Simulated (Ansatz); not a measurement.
**Lattice dynamics of HfO2 (model cell, started as fluorite)**

Task: relax HfO2 (model cell, started as fluorite), then find its harmonic phonons.

Method: DFT PBEsol, scalar-relativistic, plane waves, PAW; PAW set soft_1, in Ansatz 0.2.0.

## (1) The structure

The structure is cubic, space group Fm-3m (No. 225). The conventional cell has a = 5.050 Å, b = 5.050 Å, c = 5.050 Å, α = 90.00°, β = 90.00°, γ = 90.00°. Nearest to Hf lie 8 O at 2.19 Å. O has 4 Hf at 2.19 Å nearest. Farther neighbours and most contacts between anions are not listed.

## (2) Bringing the structure to rest

The cell and atoms are relaxed, since residual forces and stress would shift the frequencies.

input.yaml

```yaml
crystal:
  lattice:
    - [0.0, 2.525, 2.525]
    - [2.525, 0.0, 2.525]
    - [2.525, 2.525, 0.0]
  atoms:
    - { symbol: Hf, position: [0.0, 0.0, 0.0] }
    - { symbol: O, position: [0.25, 0.25, 0.25] }
    - { symbol: O, position: [0.75, 0.75, 0.75] }
kpoints:
  mp_grid: { grid: [8, 8, 8] }
hamiltonian:
  xc: pbesol
  pseudopotentials: { kind: paw, azcp: { folder: soft_1 }, xc_functional: pbe }
scf:
  occupations: { method: gaussian, width: 0.02 }
output:
  forces: true
  stress: true
  eigenvalues: true
  write_density: true
  write_potential: true
  elf: true
  volumetric_format: npy
relax:
  adjacent_minimum: "off"
  f_tol: 0.005
  max_steps: 80
  cell: { stress_tol: 0.05 }
```

Started as:

```bash
$ ansatz run input.yaml --threads 8 --pin off --max-ram 16384MiB --backend cpu --events-out ev --progress --plain --runs-dir out
```

Numbers of over 12 decimals in the logs are rounded to 6 here.

Log:

```text
Engine: ansatz 0.2.0, aarch64-unknown-linux-gnu
Pseudopotentials: kind: paw
Pseudopotential: Hf, paw, valence charge 26, recommended cutoff 420 eV (normal), soft_1/Hf.paw.azcp
Pseudopotential: O, paw, valence charge 6, recommended cutoff 420 eV (normal), soft_1/O.paw.azcp
Functional definition: PBEsol
  exchange = pbesol_x
  correlation = pbesol_c
Crystal: 3 atoms, lattice volume = 32.197 Å³
Basis set: ecut = 420 eV, 609 PW (Γ), exchange–correlation on 48×48×48 points (8 copies of the dense FFT grid, shifted against one another)
Bands: 23, of which v1, the nominal top of the filled ones, is band 19 counted from 1 (18 counted from 0)
Symmetry: 48 space group operations
Space group: Fm-3m (ITA 225), of the structure as read, at distance tolerance 3.2e-5 Å
k-points: 29 of 512
Non-local potential: Hf, projectors of the file, l = 0: 3, l = 1: 2, l = 2: 2, l = 3: 3
Non-local potential: O, projectors of the file, l = 0: 2, l = 1: 2, l = 2: 1
PAW form: soft (Blöchl's): semilocal exchange-correlation on the pseudo side does not see the compensation charge
PAW frozen core: Hf, regenerated for the run's functional, and the local potential with it (the file was generated under x = pbe(κ = 0.804, μ = 0.219515), c = pbe(β = 0.066725))
PAW frozen core: O, regenerated for the run's functional, and the local potential with it (the file was generated under x = pbe(κ = 0.804, μ = 0.219515), c = pbe(β = 0.066725))
PAW one-centre angular grid: Hf, 590 points (default); XC on 64 Gauss nodes
PAW one-centre angular grid: O, 110 points (default); XC on 64 Gauss nodes
Initial density: superposition of atomic densities (chi_scale 0.1, normalization cell, long waves kept (reshape's long-wave potential 0.00 eV rms))
Initial wavefunctions: pseudopotential atomic-orbital guess
Functional: x = pbesol(κ = 0.804, μ = 0.123457), c = pbesol(β = 0.046)
SCF iter   1: F=—  HF=-16726.433763 eV  |F-HF|=—  |Δ(HF+E_count)|=         —  Δρ=9.04e-2  dr2=1.93e0  ethr=3.10e-3  ⟨swp⟩=5.1  Hψ=2560  notcnv=0
preconditioner: auto → none  [insulator: Δε(μ)=3.029 eV  Ē_g=19.262 eV  σ=0.020 eV  W_gap=1.00  n_scr=14 (ndim 8)  ℏωp=39.3 eV  f_vac=0.001  D(μ)=0.00/eV (n_scr^D=0)  ε∞_Penn≈5.2]
SCF iter   2: F=—  HF=-16725.871900 eV  |F-HF|=—  |Δ(HF+E_count)|=   5.62e-1  Δρ=2.84e-2  dr2=1.36e-1  ethr=3.10e-3  ⟨swp⟩=2.7  Hψ=1590  notcnv=0
SCF iter   3: F=—  HF=-16725.850455 eV  |F-HF|=—  |Δ(HF+E_count)|=   2.14e-2  Δρ=1.07e-2  dr2=1.91e-2  ethr=3.58e-4  ⟨swp⟩=2.1  Hψ=1193  notcnv=0
SCF iter   4: F=—  HF=-16725.848336 eV  |F-HF|=—  |Δ(HF+E_count)|=   2.12e-3  Δρ=4.38e-3  dr2=2.72e-3  ethr=5.02e-5  ⟨swp⟩=2.3  Hψ=1344  notcnv=0
SCF iter   5: F=—  HF=-16725.850568 eV  |F-HF|=—  |Δ(HF+E_count)|=   2.23e-3  Δρ=1.18e-3  dr2=3.13e-4  ethr=7.16e-6  ⟨swp⟩=2.3  Hψ=1088  notcnv=0
SCF iter   6: F=—  HF=-16725.850460 eV  |F-HF|=—  |Δ(HF+E_count)|=   1.08e-4  Δρ=9.92e-5  dr2=1.45e-6  ethr=8.24e-7  ⟨swp⟩=2.0  Hψ=1107  notcnv=0
SCF iter   7: F=—  HF=-16725.850427 eV  |F-HF|=—  |Δ(HF+E_count)|=   3.22e-5  Δρ=2.38e-5  dr2=5.21e-8  ethr=2.63e-10  ⟨swp⟩=11.2  Hψ=6571  notcnv=0
SCF iter   8: F=-16725.850427 eV  HF=-16725.850427 eV  |F-HF|=5.76e-9  |Δ(HF+E_count)|=   3.90e-8  Δρ=4.92e-6  dr2=4.04e-9  ethr=1.37e-10  ⟨swp⟩=5.9  Hψ=4488  notcnv=0
SCF 1 converged in 8 iterations: F = -16725.850427 eV  dr2 = 4.04e-9
  greatest PAW one-centre occupation: 0.999 electrons in one spin orbital (limit 2), on the Hf atom at site 0 (counted from 0), in its partial waves of l = 3
relax step   1: F+E_penalty+E_count = -16725.85042745 eV  Δ(F+E_penalty+E_count) = +0.000e0 eV  max|allowed force component| = 1.349e-18 eV/Å  Δτ_max = 0.0000 Å  P = -0.855 GPa  Ω = 32.197 Å³  (8 SCF iters, dr2 threshold 1.00e-7 eV, accepted)
Crystal: 3 atoms, lattice volume = 32.077 Å³
Initial density: handed on by an earlier stage of this run
Initial wavefunctions: those handed on with the density
iter 1 solved again at ethr=2.87e-7 eV; its pass at ethr=3.10e-3 eV (dr2=1.09e-4 eV) is discarded
SCF iter   1: F=—  HF=-16725.851221 eV  |F-HF|=—  |Δ(HF+E_count)|=         —  Δρ=5.56e-4  dr2=8.21e-5  ethr=2.87e-7  ⟨swp⟩=2.0  Hψ=3522  notcnv=0
preconditioner: auto → none  [insulator: Δε(μ)=3.691 eV  Ē_g=18.263 eV  σ=0.020 eV  W_gap=1.00  n_scr=14 (ndim 8)  ℏωp=39.3 eV  f_vac=0.061  D(μ)=0.00/eV (n_scr^D=0)  ε∞_Penn≈5.6]
SCF iter   2: F=—  HF=-16725.851168 eV  |F-HF|=—  |Δ(HF+E_count)|=   5.32e-5  Δρ=1.91e-4  dr2=1.11e-5  ethr=2.16e-7  ⟨swp⟩=2.0  Hψ=1101  notcnv=0
SCF iter   3: F=—  HF=-16725.851166 eV  |F-HF|=—  |Δ(HF+E_count)|=   2.06e-6  Δρ=1.22e-4  dr2=3.85e-6  ethr=2.92e-8  ⟨swp⟩=2.0  Hψ=1094  notcnv=0
SCF iter   4: F=-16725.851165 eV  HF=-16725.851165 eV  |F-HF|=7.00e-8  |Δ(HF+E_count)|=   6.50e-7  Δρ=2.62e-5  dr2=1.12e-7  ethr=7.89e-10  ⟨swp⟩=7.8  Hψ=5260  notcnv=0
SCF 2 converged in 4 iterations: F = -16725.851165 eV  dr2 = 1.12e-7
relax step   2: F+E_penalty+E_count = -16725.85116533 eV  Δ(F+E_penalty+E_count) = -7.379e-4 eV  max|allowed force component| = 8.095e-18 eV/Å  Δτ_max = 0.0000 Å  P = +0.153 GPa  Ω = 32.077 Å³  energy of the carried Pulay correction = +4.735e-4 eV  (4 SCF iters, dr2 threshold 3.00e-7 eV, accepted)
Crystal: 3 atoms, lattice volume = 32.095 Å³
iter 1 solved again at ethr=6.68e-9 eV; its pass at ethr=3.10e-3 eV (dr2=2.54e-6 eV) is discarded
SCF iter   1: F=—  HF=-16725.851133 eV  |F-HF|=—  |Δ(HF+E_count)|=         —  Δρ=9.56e-5  dr2=1.97e-6  ethr=6.68e-9  ⟨swp⟩=2.0  Hψ=3509  notcnv=0
preconditioner: auto → none  [insulator: Δε(μ)=3.687 eV  Ē_g=18.257 eV  σ=0.020 eV  W_gap=1.00  n_scr=14 (ndim 8)  ℏωp=39.3 eV  f_vac=0.061  D(μ)=0.00/eV (n_scr^D=0)  ε∞_Penn≈5.6]
SCF iter   2: F=—  HF=-16725.851102 eV  |F-HF|=—  |Δ(HF+E_count)|=   3.09e-5  Δρ=3.22e-5  dr2=3.81e-7  ethr=5.20e-9  ⟨swp⟩=2.0  Hψ=1102  notcnv=0
SCF iter   3: F=—  HF=-16725.851102 eV  |F-HF|=—  |Δ(HF+E_count)|=   9.82e-8  Δρ=1.82e-5  dr2=7.35e-8  ethr=1.00e-9  ⟨swp⟩=2.0  Hψ=1099  notcnv=0
SCF iter   4: F=-16725.851102 eV  HF=-16725.851102 eV  |F-HF|=5.25e-9  |Δ(HF+E_count)|=   2.05e-8  Δρ=5.52e-6  dr2=7.18e-9  ethr=1.54e-10  ⟨swp⟩=8.1  Hψ=4415  notcnv=0
SCF 3 converged in 4 iterations: F = -16725.851102 eV  dr2 = 7.18e-9
relax step   3: F+E_penalty+E_count = -16725.85110215 eV  Δ(F+E_penalty+E_count) = +6.318e-5 eV  max|allowed force component| = 8.866e-18 eV/Å  Δτ_max = 0.0000 Å  P = -0.002 GPa  Ω = 32.095 Å³  energy of the carried Pulay correction = +4.018e-4 eV  (4 SCF iters, dr2 threshold 5.85e-8 eV, accepted)
Initial wavefunctions: pseudopotential atomic-orbital guess (no wavefunctions were taken with the density)
iter 1 solved again at ethr=2.27e-8 eV; its pass at ethr=3.10e-3 eV (dr2=8.63e-6 eV) is discarded
SCF iter   1: F=—  HF=-16725.850671 eV  |F-HF|=—  |Δ(HF+E_count)|=         —  Δρ=3.12e-5  dr2=5.20e-8  ethr=2.27e-8  ⟨swp⟩=4.1  Hψ=4976  notcnv=0
preconditioner: auto → none  [insulator: Δε(μ)=3.688 eV  Ē_g=18.258 eV  σ=0.020 eV  W_gap=1.00  n_scr=14 (ndim 8)  ℏωp=39.3 eV  f_vac=0.061  D(μ)=0.00/eV (n_scr^D=0)  ε∞_Penn≈5.6]
SCF iter   2: F=—  HF=-16725.850645 eV  |F-HF|=—  |Δ(HF+E_count)|=   2.65e-5  Δρ=1.47e-5  dr2=1.73e-8  ethr=1.37e-10  ⟨swp⟩=2.3  Hψ=1251  notcnv=0
SCF iter   3: F=—  HF=-16725.850645 eV  |F-HF|=—  |Δ(HF+E_count)|=   9.62e-9  Δρ=7.77e-6  dr2=5.20e-9  ethr=4.55e-11  ⟨swp⟩=2.0  Hψ=1157  notcnv=0
SCF iter   4: F=—  HF=-16725.850645 eV  |F-HF|=—  |Δ(HF+E_count)|=   1.77e-9  Δρ=1.80e-6  dr2=4.04e-10  ethr=1.37e-11  ⟨swp⟩=2.0  Hψ=1110  notcnv=0
SCF iter   5: F=-16725.850645 eV  HF=-16725.850645 eV  |F-HF|=1.82e-11  |Δ(HF+E_count)|=  1.20e-10  Δρ=3.83e-7  dr2=1.28e-11  ethr=1.00e-12  ⟨swp⟩=5.7  Hψ=4095  notcnv=0
SCF 4 converged in 5 iterations: F = -16725.850645 eV  dr2 = 1.28e-11
relax step   4: F+E_penalty+E_count = -16725.85064473 eV  Δ(F+E_penalty+E_count) = +4.574e-4 eV  max|allowed force component| = 7.517e-18 eV/Å  Δτ_max = 0.0000 Å  P = -0.025 GPa  Ω = 32.095 Å³  stress off target by 2.50e-2 GPa  SCF on the basis re-selected at this cell (its energy is not comparable with the rows above)  (5 SCF iters)
basis re-selected at this cell: Δ(F+E_penalty+E_count) = +4.574e-4 eV, ΔP = -0.023 GPa vs the last step (what re-selecting the basis moved, of the pressure what is left beyond the Pulay correction that the steps carried, after the strain that the cell walked since its last selection, with what the two solves' SCF thresholds leave and, on support functions, any second-order correction that the steps lacked; it is no m [...]
SCF converged after 5 iterations
Free energy (F): -16725.850645 eV
Harris-Foulkes:  -16725.850645 eV  (|F-HF|=1.82e-11)
Internal energy: -16725.850645 eV  (E = F + TS)
E sigma→0 (E₀):  -16725.850645 eV
Fermi energy:    16.810134 eV
--- Per-component energies (eV) ---
  E_band       = 13.511118
  E_kinetic    = 742.628403
  E_local      = -6936.216235  (includes V_loc(G=0)·N_el)
  E_nonlocal   = 176.429930
  E_hartree    = 3309.496427
  E_xc         = -406.036817
  E_vxc        = -436.283366  (∫ρ·V_xc dr)
  E_paw        = -7892.718659  (= ΣΔE_a)
  E_vpaw       = -152.042368  (= ΣTr[D̂ρ^β])
  E_aug_tail   = 0.001713  (compensation charges beyond the density's cutoff)
  E_ewald      = -5720.757039
  E_core_change = 1.321632  (= ΣΔE_core)
  E_smearing   = -0.000000  (= −TS)
  E_closure    = 0.000000  (closes the sum)
  Σ components = -16725.850645   (vs F -16725.850645, Δ=0.00e0)
--- Forces (eV/Å), atoms counted from 1 ---
  atom   1  Hf     0.00000000     0.00000000     0.00000000
  atom   2  O     -0.00000000     0.00000000     0.00000000
  atom   3  O      0.00000000    -0.00000000    -0.00000000
  max |Σ_I F_I| component: 2.89e-18 eV/Å
--- Stress (GPa, compression-positive) ---
       -0.024964      -0.000000      -0.000000
       -0.000000      -0.024964      -0.000000
       -0.000000      -0.000000      -0.024964
  P = ⅓ Tr σ = -0.0250 GPa (-0.250 kbar)
--- Band table (eV; the first three rows and the last of 29) ---
  k-point 0: bands = [... 15 lower, 9.4147, 14.3324, 14.3324, 14.3324, 18.7738, 18.7738, 20.6719, 25.5674]
  k-point 1: bands = [... 15 lower, 9.8674, 13.8603, 14.0306, 14.0306, 19.0799, 19.0799, 21.2866, 24.8231]
  k-point 2: bands = [... 15 lower, 10.8961, 12.9249, 13.4917, 13.4917, 19.5325, 19.5325, 21.9301, 24.2554]
  k-point 28: bands = [... 15 lower, 12.3086, 12.3086, 13.4772, 14.7517, 19.7351, 20.0988, 22.1258, 22.1258]
--- Relaxed structure (3 steps of the walk, 3 accepted, 1 SCFs on fresh bases) ---
  F+E_penalty+E_count = -16725.85064473 eV   max|allowed force component| = 7.517e-18 eV/Å   (the final SCF, on the basis selected at the relaxed cell)
  cell:  # Å, volume = 32.0952 Å³
    - [0, 2.522339, 2.522339]
    - [2.522339, 0, 2.522339]
    - [2.522339, 2.522339, 0]
  atoms:
    - { symbol: Hf, position: [0, 0, 0] }
    - { symbol: O, position: [0.25, 0.25, 0.25] }
    - { symbol: O, position: [0.75, 0.75, 0.75] }
```

Wall time 1.4 s (8 threads of Arm Neoverse V2, shared host); peak memory 0.34 GiB; 6.4 s of CPU time.

Relaxation path:

```tsv
step	energy less that of the first step (eV)	largest force component (eV/Å)	pressure (GPa)	volume (Å³)
1	0.0000	0.0000	-0.86	32.20
2	-0.0007	0.0000	0.15	32.08
3	-0.0007	0.0000	0.00	32.10
4*	-0.0002	0.0000	-0.02	32.10
```

Relaxation steps marked * repeat the geometry before them on a plane-wave basis chosen anew for their cell, so energy and pressure can jump there.

The run keeps the 48 symmetry operations that it works with, so distortions that break them were not tested.

```tsv
conventional cell, symmetrised	before	after	change
a (Å)	5.050	5.045	-0.1 %
b (Å)	5.050	5.045	-0.1 %
c (Å)	5.050	5.045	-0.1 %
volume (Å³/atom)	10.73	10.70	-0.3 %
```

Final coordinates:

```
Hf O
1.0
     0.00000    2.52234    2.52234
     2.52234    0.00000    2.52234
     2.52234    2.52234    0.00000
Hf O
1 2
Direct
  0.00000 0.00000 0.00000
  0.25000 0.25000 0.25000
  0.75000 0.75000 0.75000
```

This step gave:

```yaml
pressure: -0.02496 GPa
gap_on_the_k_mesh: 3.688 eV
volume_per_atom: 10.70 Å³
direct_gap_on_mesh: 3.688 eV
```

Electrostatic potential energy in the ac plane of a cell with a along [110], b along [-110] and c along [001] of the cube at fractional y = 0.000, with atoms of Hf and O within 0.2 Å of it. With pseudopotentials it is smooth inside the atoms' cores, unlike the true potential.

Ten even steps from '0' (-26 eV) to '9' (19 eV), each cell a mean:
```
32479986223247998622
23686577422368657742
56851038765685103876
89950028988995002898
99973259999997325999
99998899999999889999
99999999999999999999
99999999999999999999
99996589999999658999
99961038999996103899
78850028877885002887
35773258643577325864
22588886322258888632
42379985234237998523
```
Columns run along a (7.1 Å; values clipped at the 3rd and 97th percentile), rows up along c (5.0 Å), edges of the conventional cell, whose origin can differ from the input's. Atoms in or near the plane, at fractional coordinates: Hf at (0.00, 0.00), Hf at (0.50, 0.00), O at (0.25, 0.25), O at (0.75, 0.25), O at (0.25, 0.75), O at (0.75, 0.75).

ELF in the ac plane of a cell with a along [110], b along [-110] and c along [001] of the cube at fractional y = 0.000, with atoms of Hf and O within 0.2 Å of it. It is the smooth field of the valence electrons, not physical close to the nuclei.

Ten even steps from '_' (0.02) to '@' (0.85), each cell a mean:
```
@@@@++::--==----##@@@@@@++::--==----##@@
%%**--++%%%%##====##%%**--++%%%%##====##
::..--%%%%##@@**::::::..--%%%%##@@**::::
__..++@@**++%%##::____..++@@**++%%##::__
__..++%%%%%%@@##::____..++%%%%%%@@##::__
____::++####**==..______::++####**==..__
______........____________........______
____..::====--::________..::====--::____
____--##%%%%%%++::______--##%%%%%%++::__
__..++@@%%##%%##::____..++@@%%##%%##::__
__..++%%##++%%##::____..++%%##++%%##::__
++----##%%%%@@++::==++----##%%%%@@++::==
@@%%====**##++::**@@@@%%====**##++::**@@
@@@@++........--%%@@@@@@++........--%%@@
```
Columns run along a (7.1 Å), rows up along c (5.0 Å), edges of the conventional cell, whose origin can differ from the input's. Atoms in or near the plane, at fractional coordinates: Hf at (0.00, 0.00), Hf at (0.50, 0.00), O at (0.25, 0.25), O at (0.75, 0.25), O at (0.25, 0.75), O at (0.75, 0.75).

Valence density in the ac plane of a cell with a along [110], b along [-110] and c along [001] of the cube at fractional y = 0.000, with atoms of Hf and O within 0.2 Å of it. It is the smooth field of the valence electrons, not physical close to the nuclei.

Values in e/Å³, 8 rows by 16 columns, each cell a mean:
```
20  4  1  1  1  1  2 13 20  4  1  1  1  1  2 13
 1  0  1  4  6  2  0  1  1  0  1  4  6  2  0  1
 0  0  1  3  4  1  0  0  0  0  1  3  4  1  0  0
 0  0  0  0  0  0  0  0  0  0  0  0  0  0  0  0
 0  0  0  1  1  0  0  0  0  0  0  1  1  0  0  0
 0  0  1  4  6  2  0  0  0  0  1  4  6  2  0  0
 2  1  1  3  4  1  1  1  2  1  1  3  4  1  1  1
31  7  1  0  0  0  2 21 31  7  1  0  0  0  2 21
```
Columns run along a (7.1 Å), rows up along c (5.0 Å), edges of the conventional cell, whose origin can differ from the input's. Atoms in or near the plane, at fractional coordinates: Hf at (0.00, 0.00), Hf at (0.50, 0.00), O at (0.25, 0.25), O at (0.75, 0.25), O at (0.25, 0.75), O at (0.75, 0.75).

In this step the volume went from 10.73 to 10.70 Å³/atom.

(Part 1 of 3 ends here.)

[Logs are printed without paths, hosts, clocks, repeated set-up lines and the standing remarks that a program may print on its own settings, such as how far it seeks lower states.]

[Hosts, paths, dates, database ids (printed as entryN), source tags and the programs' standing remarks are cut or masked in the printed files.]
